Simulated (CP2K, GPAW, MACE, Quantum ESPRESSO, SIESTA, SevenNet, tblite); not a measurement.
# Twisted graphene bilayer, 46.83° (76 atoms) in CP2K

Aim: run twisted graphene bilayer, 46.83° (76 atoms) in CP2K and see how near its forces come to a plane-wave reference, and at what cost.

Program: CP2K 2026.2. Level of theory: the method is named at each step. Results are calculated unless marked as measured.

## (1) Set-up

The cell holds 76 atoms: 76 C. Its edges and angles: a = 10.723 Å, b = 10.723 Å, c = 17.430 Å, α = 90.0°, β = 90.0°, γ = 120.0°. It derives from C (graphene). Graphene (a = 2.46 Å) under graphene (a = 2.46 Å), bilayer, commensurate cell of 19 unit cells a layer, twist 46.83 deg; facing planes 3.43 Å apart as built; 14 Å of vacuum; minimised with a classical potential. Then every atom was moved at random, 0.02 Å r.m.s. a Cartesian component. Regions: layer 1, 38 atoms (38 C); layer 2, 38 atoms (38 C). Vacuum lies along c.

The yardstick, on the same geometry:

| Property | Result |
| --- | --- |
| method | Kohn-Sham DFT, PBE, SSSP efficiency 1.3.0 pseudopotentials, plane waves (Quantum ESPRESSO 7.5); sssp-pbe-1.3.0-efficiency, cutoffs 45/360 Ry, Γ point |
| r.m.s. force component | 1.21 eV/Å |
| longest force | 4.887 eV/Å |
| time | 2.1 min on 4 MPI ranks of Arm Neoverse V1, shared host |
| CPU time | 8.3 min |

## (2) PBE, DZVP-UZH, 450/50 Ry, diagonalisation

Method: Kohn-Sham DFT, PBE, GTH-PBE pseudopotentials, Gaussian and plane waves, DZVP-MOLOPT (UZH set), diagonalisation.

input.inp

```
&GLOBAL
  PROJECT cell
  RUN_TYPE ENERGY_FORCE
  PRINT_LEVEL LOW
&END GLOBAL
&FORCE_EVAL
  METHOD QS
  &DFT
    BASIS_SET_FILE_NAME BASIS_MOLOPT_UZH
    POTENTIAL_FILE_NAME POTENTIAL_UZH
    &MGRID
      CUTOFF 450
      REL_CUTOFF 50
    &END MGRID
    &QS
      EPS_DEFAULT 1.0E-12
    &END QS
    &SCF
      SCF_GUESS ATOMIC
      EPS_SCF 5.0E-06
      MAX_SCF 200
      ADDED_MOS 34
      &DIAGONALIZATION
        ALGORITHM STANDARD
      &END DIAGONALIZATION
      &SMEAR ON
        METHOD FERMI_DIRAC
        ELECTRONIC_TEMPERATURE [K] 580
      &END SMEAR
      &MIXING
        METHOD BROYDEN_MIXING
        ALPHA 0.2
        NBROYDEN 12
        BETA 0.05
      &END MIXING
      &PRINT
        &RESTART OFF
        &END RESTART
      &END PRINT
    &END SCF
    &XC
      &XC_FUNCTIONAL PBE
      &END XC_FUNCTIONAL
    &END XC
    &PRINT
      &MULLIKEN ON
      &END MULLIKEN
      &HIRSHFELD ON
        SHAPE_FUNCTION DENSITY
      &END HIRSHFELD
      &MO ON
        EIGENVALUES T
        OCCUPATION_NUMBERS T
        MO_INDEX_RANGE 141 164
        &EACH
          QS_SCF 0
        &END EACH
        ADD_LAST NUMERIC
      &END MO
    &END PRINT
  &END DFT
  &SUBSYS
    &CELL
      A 10.72290 0.00000 0.00000
      B -5.36145 9.28630 0.00000
      C 0.00000 0.00000 17.43000
    &END CELL
    &COORD
      SCALED
      C 0.17572 0.77312 0.40172
      C 0.19245 0.65070 0.40308
      C 0.28043 0.03334 0.40249
      C 0.29546 0.91149 0.40378
      C 0.12758 0.14176 0.40315
      C 0.14043 0.02129 0.40125
      C 0.22635 0.40370 0.40336
      C 0.24953 0.28184 0.40171
      C 0.33667 0.66612 0.40195
      C 0.35439 0.54742 0.40259
      C 0.44183 0.93149 0.40173
      C 0.45344 0.80553 0.40322
      C 0.38653 0.29702 0.40180
      C 0.40542 0.17392 0.40196
      C 0.48984 0.56053 0.40186
      C 0.50773 0.43923 0.40159
      C 0.59582 0.82480 0.40105
      C 0.61325 0.70050 0.40247
      C 0.70263 0.08715 0.40250
      C 0.71938 0.96722 0.40412
      C 0.54295 0.19244 0.40400
      C 0.56178 0.06913 0.40229
      C 0.64824 0.45308 0.40282
      C 0.66443 0.33688 0.40165
      C 0.75547 0.71680 0.40106
      C 0.77141 0.59497 0.40435
      C 0.85903 0.98248 0.40211
      C 0.87556 0.86143 0.40353
      C 0.80758 0.35315 0.40290
      C 0.82273 0.22907 0.40152
      C 0.91079 0.61157 0.40283
      C 0.92539 0.48920 0.40322
      C 0.01464 0.87632 0.40373
      C 0.03238 0.75346 0.40292
      C 0.96512 0.24121 0.40396
      C 0.98503 0.12793 0.40368
      C 0.07109 0.51131 0.40330
      C 0.09013 0.38513 0.40497
      C 0.75550 0.03683 0.59951
      C 0.77379 0.17521 0.59744
      C 0.80799 0.45604 0.59579
      C 0.82504 0.59780 0.59509
      C 0.64714 0.19287 0.59738
      C 0.66528 0.33443 0.59647
      C 0.48959 0.92787 0.59830
      C 0.51012 0.07080 0.59583
      C 0.69888 0.61189 0.59645
      C 0.72300 0.75511 0.59667
      C 0.54292 0.34839 0.59745
      C 0.56334 0.49270 0.59612
      C 0.38679 0.08977 0.59660
      C 0.40132 0.22669 0.59655
      C 0.59477 0.77132 0.59722
      C 0.61725 0.91689 0.59983
      C 0.43830 0.50935 0.59700
      C 0.45481 0.64811 0.59882
[... 16 atom lines left out ...]
      C 0.91542 0.29908 0.59645
      C 0.92938 0.44169 0.59781
      C 0.96392 0.71856 0.59782
      C 0.98309 0.85878 0.59628
    &END COORD
    &KIND C
      BASIS_SET DZVP-MOLOPT-PBE-GTH-q4
      POTENTIAL GTH-PBE-q4
    &END KIND
  &END SUBSYS
  &PRINT
    &FORCES ON
    &END FORCES
  &END PRINT
&END FORCE_EVAL
```

Started as:

```console
> OMP_NUM_THREADS=1 mpirun -np 4 cp2k.psmp -i input.inp > output.txt
```

Numbers of over 12 decimals in the logs are rounded to 6 here.

The program printed:

```text
CP2K| version string:                                       CP2K version 2026.2
 CP2K| Input file name                                                 input.inp
 GLOBAL| Basis set file name                                    BASIS_MOLOPT_UZH
 GLOBAL| Potential file name                                       POTENTIAL_UZH
 GLOBAL| Run type                                                   ENERGY_FORCE
 GLOBAL| Total number of message passing processes                             4
 GLOBAL| Number of threads for this process                                    1
 TOTAL NUMBERS AND MAXIMUM NUMBERS
  Total number of            - Atomic kinds:                                   1
                             - Atoms:                                         76
                             - Shell sets:                                    76
                             - Shells:                                       380
                             - Primitive Cartesian functions:                380
                             - Cartesian basis functions:                   1064
                             - Spherical basis functions:                    988
  Maximum angular momentum of- Orbital basis functions:                        2
                             - Local part of the GTH pseudopotential:          2
                             - Non-local part of the GTH pseudopotential:      0
 SCF PARAMETERS         Density guess:                                    ATOMIC
                        max_scf:                                             200
                        eps_scf:                                        5.00E-06
                        added MOs                                        34    0
                        Mixing method:                            BROYDEN_MIXING
                                                charge density mixing in g-space
                        Smear method:                                FERMI_DIRAC
                        Electronic temperature [K]:                        580.0
                        Electronic temperature [a.u.]:                  1.84E-03
                        Accuracy threshold:                             1.00E-10
 Extrapolation method: initial_guess
 Number of electrons:                                                        304
 Number of occupied orbitals:                                                152
 Number of molecular orbitals:                                               186
 Number of orbital functions:                                                988
 Number of independent orbital functions:                                    988
 SCF WAVEFUNCTION OPTIMIZATION
  Step     Update method      Time    Convergence         Total energy    Change
     1 NoMix/Diag. 0.20E+00    2.7     0.74938970      -435.1601860682 -4.35E+02
     2 Broy./Diag. 0.20E+00    4.4     0.02829288      -399.7671410643  3.54E+01
     3 Broy./Diag. 0.20E+00    4.4     0.06709850      -425.2131182144 -2.54E+01
     4 Broy./Diag. 0.20E+00    4.5     0.00969009      -435.2902334571 -1.01E+01
[...]
11 Broy./Diag. 0.20E+00    5.2     0.00001938      -432.7970720331 -5.50E-04
    12 Broy./Diag. 0.20E+00    5.2     0.00000382      -432.7973464184 -2.74E-04
  *** SCF run converged in    12 steps ***
  Electronic density on regular grids:       -303.9999999999        0.0000000001
  Core density on regular grids:              303.9999999997       -0.0000000003
  Total charge density on r-space grids:       -0.0000000002
  Total charge density g-space grids:          -0.0000000002
  Overlap energy of the core charge distribution:               1.74117e-05
  Self energy of the core charge distribution:              -1013.210477
  Core Hamiltonian energy:                                    318.923554
  Hartree energy:                                             394.695058
  Exchange-correlation energy:                               -133.205499
  Electronic entropic energy:                                  -0.000000
  Fermi energy:                                                -0.00806978
  Total energy:                                              -432.797346
  Total energy (extrapolated to T->0):                       -432.797346
 MO| EIGENVALUES AND OCCUPATION NUMBERS
 MO|
 MO|  Index      Eigenvalue [a.u.]        Eigenvalue [eV]             Occupation
 MO|    141              -0.119353              -3.247767               2.000000
 MO|    142              -0.118161              -3.215325               2.000000
 MO|    143              -0.116395              -3.167281               2.000000
[...]
MO|    163               0.068664               1.868443               0.000000
 MO|    164               0.072878               1.983117               0.000000
 MO| Sum:                                                             304.000000
 MO| E(Fermi):           -0.008070 a.u.         -0.219590 eV
 MO| Band gap:            0.138155 a.u.          3.759386 eV
 !-----------------------------------------------------------------------------!
                     Mulliken Population Analysis
 #  Atom  Element  Kind  Atomic population                           Net charge
       1     C        1          3.996597                              0.003403
       2     C        1          4.005545                             -0.005545
       3     C        1          3.999860                              0.000140
[...]
75     C        1          4.001934                             -0.001934
      76     C        1          4.007886                             -0.007886
 # Total charge                            304.000000                 -0.000000
 !-----------------------------------------------------------------------------!
 !-----------------------------------------------------------------------------!
                           Hirshfeld Charges
  #Atom  Element  Kind  Ref Charge     Population                    Net charge
      1       C      1       4.000          4.003                        -0.003
      2       C      1       4.000          3.999                         0.001
      3       C      1       4.000          4.000                         0.000
[...]
75       C      1       4.000          3.999                         0.001
     76       C      1       4.000          3.997                         0.003
  Total Charge                                                           -0.000
 !-----------------------------------------------------------------------------!
 ENERGY| Total FORCE_EVAL ( QS ) energy [hartree]           -432.797469
 FORCES| Atomic forces [hartree/bohr]
 FORCES|   Atom     x               y               z               |f|
 FORCES|      1 -1.97395386E-02 -1.32593122E-02  5.74037697E-03   2.44624339E-02
 FORCES|      2  2.64437501E-02 -1.03851726E-02 -6.22803036E-03   2.90845679E-02
 FORCES|      3 -1.84902735E-02  2.04509523E-02 -3.34912861E-03   2.77731584E-02
[...]
FORCES|     75  2.09571803E-02  1.19771068E-02 -6.14475386E-03   2.49080808E-02
 FORCES|     76 -1.66156782E-02  1.76943354E-02  1.79131925E-02   3.01670803E-02
 FORCES| Sum    -1.97992665E-05 -1.00957362E-05  1.83738513E-05
 FORCES| Total atomic force                                       2.88363184E-05
```

It took 64 s on 4 MPI ranks of Arm Neoverse V1, shared host; peak memory 4.7 GiB.

Banners, paths, timers and routine set-up lines are dropped from the logs unmarked, and long logs keep their key lines alone; longer cuts are marked.

Compared with the plane-wave run:

- r.m.s. force component: 1.229 eV/Å
- r.m.s. difference of force components: 21.2 meV/Å
- longest difference of force vectors: 80.31 meV/Å
- force difference over r.m.s. force: 1.751 %
- slope of forces against the reference's: 1.016
- correlation of force components: 1

A closer look about C35, which bears the longest force: 10 atoms, nearest first, numbered in the order of the input, with positions taken from that point.

```
atom      x      y      z  distance (Å)  bonds  Hirshfeld charge (e)     Fx     Fy  Fz (eV/Å)
 C35   0.00   0.00   0.00          0.00      3                  0.00  -2.80   4.10      -0.17
 C36   0.82  -1.05   0.00          1.33      3                  0.00   2.17  -4.29      -0.23
 C38   0.57   1.34   0.02          1.45      3                  0.00  -2.52   0.47      -0.36
 C30  -1.46  -0.11  -0.04          1.47      3                  0.01   1.64  -0.45       0.37
 C27   0.25  -2.40  -0.03          2.42      3                  0.00  -0.16   1.55       0.36
  C7   1.93   1.51  -0.01          2.45      3                  0.00   2.88   0.63      -0.15
 C19  -1.99  -1.43  -0.03          2.45      3                  0.00  -1.14   1.33      -0.08
  C5   2.28  -0.92  -0.01          2.46      3                  0.00  -2.52   1.32      -0.30
 C29  -2.29   1.04  -0.02          2.51      3                  0.00  -1.43  -1.81      -0.32
 C37  -0.31   2.51  -0.01          2.53      3                  0.01  -0.13  -1.66       0.09
```

Forces lie 1.8 % from the reference's, at 0.51 times its CPU time.

## (3) PBE, TZV2P-MOLOPT, 450/50 Ry, diagonalisation

Method: Kohn-Sham DFT, PBE, GTH-PBE pseudopotentials, Gaussian and plane waves, TZV2P-MOLOPT-GTH, diagonalisation.

Changes to input.inp since step 2:

```diff
@@ -8,4 +8,4 @@
   &DFT
-    BASIS_SET_FILE_NAME BASIS_MOLOPT_UZH
-    POTENTIAL_FILE_NAME POTENTIAL_UZH
+    BASIS_SET_FILE_NAME BASIS_MOLOPT
+    POTENTIAL_FILE_NAME GTH_POTENTIALS
     &MGRID
@@ -72,3 +72,3 @@
     &KIND C
-      BASIS_SET DZVP-MOLOPT-PBE-GTH-q4
+      BASIS_SET TZV2P-MOLOPT-GTH-q4
       POTENTIAL GTH-PBE-q4
```

The program printed:

```text
CP2K| version string:                                       CP2K version 2026.2
 CP2K| Input file name                                                 input.inp
 GLOBAL| Basis set file name                                        BASIS_MOLOPT
 GLOBAL| Potential file name                                      GTH_POTENTIALS
[... lines left out ...]
                        Smear method:                                FERMI_DIRAC
[... lines left out ...]
 Number of electrons:                                                        304
[... lines left out ...]
  Step     Update method      Time    Convergence         Total energy    Change
[... lines left out ...]
  *** SCF run converged in    13 steps ***
[... lines left out ...]
  Fermi energy:                                                -0.00799046
  Total energy:                                              -432.997523
  Total energy (extrapolated to T->0):                       -432.997523
[... lines left out ...]
 MO| E(Fermi):           -0.007990 a.u.         -0.217431 eV
[... lines left out ...]
     76       C      1       4.000          3.997                         0.003
  Total Charge                                                           -0.000
 !-----------------------------------------------------------------------------!
 ENERGY| Total FORCE_EVAL ( QS ) energy [hartree]           -432.997626
 FORCES| Atomic forces [hartree/bohr]
 FORCES|   Atom     x               y               z               |f|
 FORCES|      1 -1.94294025E-02 -1.30466555E-02  5.92374343E-03   2.41414092E-02
 FORCES|      2  2.59186316E-02 -1.02528159E-02 -6.06643890E-03   2.85253813E-02
 FORCES|      3 -1.81945746E-02  2.00979503E-02 -3.17570657E-03   2.72957005E-02
[...]
FORCES|     75  2.05512120E-02  1.18610074E-02 -6.31073708E-03   2.45532322E-02
 FORCES|     76 -1.63280624E-02  1.73067931E-02  1.77654220E-02   2.96941228E-02
 FORCES| Sum    -2.59025886E-05 -9.09944909E-06  1.99129461E-05
 FORCES| Total atomic force                                       3.39156232E-05
```

Wall time 8.4 min (4 MPI ranks); peak memory 5 GiB; 33 min of CPU time.

Against the reference:

| Property | Result |
| --- | --- |
| r.m.s. force component | 1.21 eV/Å |
| r.m.s. difference of force components | 7.548 meV/Å |
| longest difference of force vectors | 24.65 meV/Å |
| force difference over r.m.s. force | 0.6237 % |
| slope of forces against the reference's | 0.9997 |
| correlation of force components | 1 |

Against the first run (1.8 %), the force difference from the reference is 0.62 %, at 7.9 times the CPU time, with 1672 basis functions against 988; this set comes with other potentials too, so the change isn't the basis's alone.

## (4) PBE, TZV2P-UZH, 450/50 Ry, diagonalisation

Method: Kohn-Sham DFT, PBE, GTH-PBE pseudopotentials, Gaussian and plane waves, TZV2P-MOLOPT (UZH set), diagonalisation.

Changes to input.inp since step 3:

```diff
@@ -8,4 +8,4 @@
   &DFT
-    BASIS_SET_FILE_NAME BASIS_MOLOPT
-    POTENTIAL_FILE_NAME GTH_POTENTIALS
+    BASIS_SET_FILE_NAME BASIS_MOLOPT_UZH
+    POTENTIAL_FILE_NAME POTENTIAL_UZH
     &MGRID
@@ -67,8 +67,8 @@
     &END CELL
-    &COORD
-      SCALED
-[... 76 atom lines left out: the same atoms as in the first run ...]
-    &END COORD
+    &TOPOLOGY
+      COORD_FILE_NAME structure.xyz
+      COORD_FILE_FORMAT XYZ
+    &END TOPOLOGY
     &KIND C
-      BASIS_SET TZV2P-MOLOPT-GTH-q4
+      BASIS_SET TZV2P-MOLOPT-PBE-GTH-q4
       POTENTIAL GTH-PBE-q4
```

structure.xyz

```xyz
76

C -2.26082 7.17942 7.00198
C -1.42507 6.04260 7.02568
C 2.82827 0.30961 7.01540
C -1.71872 8.46437 7.03789
C 0.60799 1.31643 7.02690
C 1.39167 0.19771 6.99379
C 0.26271 3.74888 7.03056
C 1.16461 2.61725 7.00181
C 0.03871 6.18579 7.00599
C 0.86512 5.08351 7.01714
C -0.25644 8.65010 7.00215
C 0.54338 7.48039 7.02812
C 2.55226 2.75822 7.00337
C 3.41481 1.61507 7.00616
C 2.24725 5.20525 7.00442
C 3.08943 4.07882 6.99971
C 1.96679 7.65934 6.99030
C 2.82012 6.50505 7.01505
C 7.06698 0.80930 7.01558
C 2.52814 8.98190 7.04381
[... 52 atom lines left out ...]
C 8.21245 2.77735 10.39612
C 7.59755 4.10167 10.41983
C 6.48349 6.67276 10.42000
C 5.93727 7.97489 10.39316
```

The program printed:

```text
CP2K| version string:                                       CP2K version 2026.2
 CP2K| Input file name                                                 input.inp
 GLOBAL| Basis set file name                                    BASIS_MOLOPT_UZH
 GLOBAL| Potential file name                                       POTENTIAL_UZH
[... lines left out ...]
                        Smear method:                                FERMI_DIRAC
[... lines left out ...]
 Number of electrons:                                                        304
[... lines left out ...]
  Step     Update method      Time    Convergence         Total energy    Change
[... lines left out ...]
  *** SCF run converged in    13 steps ***
[... lines left out ...]
  Fermi energy:                                                -0.00336002
  Total energy:                                              -432.924154
  Total energy (extrapolated to T->0):                       -432.924154
[... lines left out ...]
 MO| E(Fermi):           -0.003360 a.u.         -0.091431 eV
[... lines left out ...]
     76       C      1       4.000          3.997                         0.003
  Total Charge                                                           -0.000
 !-----------------------------------------------------------------------------!
 ENERGY| Total FORCE_EVAL ( QS ) energy [hartree]           -432.924217
 FORCES| Atomic forces [hartree/bohr]
 FORCES|   Atom     x               y               z               |f|
 FORCES|      1 -1.92741413E-02 -1.30951770E-02  5.82746386E-03   2.40194821E-02
 FORCES|      2  2.58580610E-02 -1.02406503E-02 -6.25137331E-03   2.85059626E-02
 FORCES|      3 -1.80458320E-02  2.00108453E-02 -3.33918291E-03   2.71520924E-02
[...]
FORCES|     75  2.04958809E-02  1.17195759E-02 -6.24111636E-03   2.44209158E-02
 FORCES|     76 -1.61888644E-02  1.74934874E-02  1.79809213E-02   2.98565732E-02
 FORCES| Sum    -2.80846196E-05 -9.06288708E-06  1.93962080E-05
 FORCES| Total atomic force                                       3.53142275E-05
```

Run time: 3.2 min. Hardware: 4 MPI ranks; peak memory 5.3 GiB; 13 min of CPU time.

Numbers from this run, and their distance from the reference:

* r.m.s. force component: 1.211 eV/Å
* r.m.s. difference of force components: 6.308 meV/Å
* longest difference of force vectors: 23.84 meV/Å
* force difference over r.m.s. force: 0.5213 %
* slope of forces against the reference's: 1
* correlation of force components: 1

Against the first run (1.8 %), the force difference from the reference is 0.52 %, at 3.0 times the CPU time, with 2204 basis functions against 988: the larger basis brings the forces nearer.

[end of part 1 of 2]

[Also dropped from logs without a mark: logging warnings of Python, and SIESTA's first energy breakdown and zero terms.]

[Logs are printed without paths, hosts, clocks, repeated set-up lines and the standing remarks that a program may print on its own settings, such as how far it seeks lower states.]

[Hosts, paths, dates, database ids (printed as entryN), source tags and the programs' standing remarks are cut or masked in the printed files.]
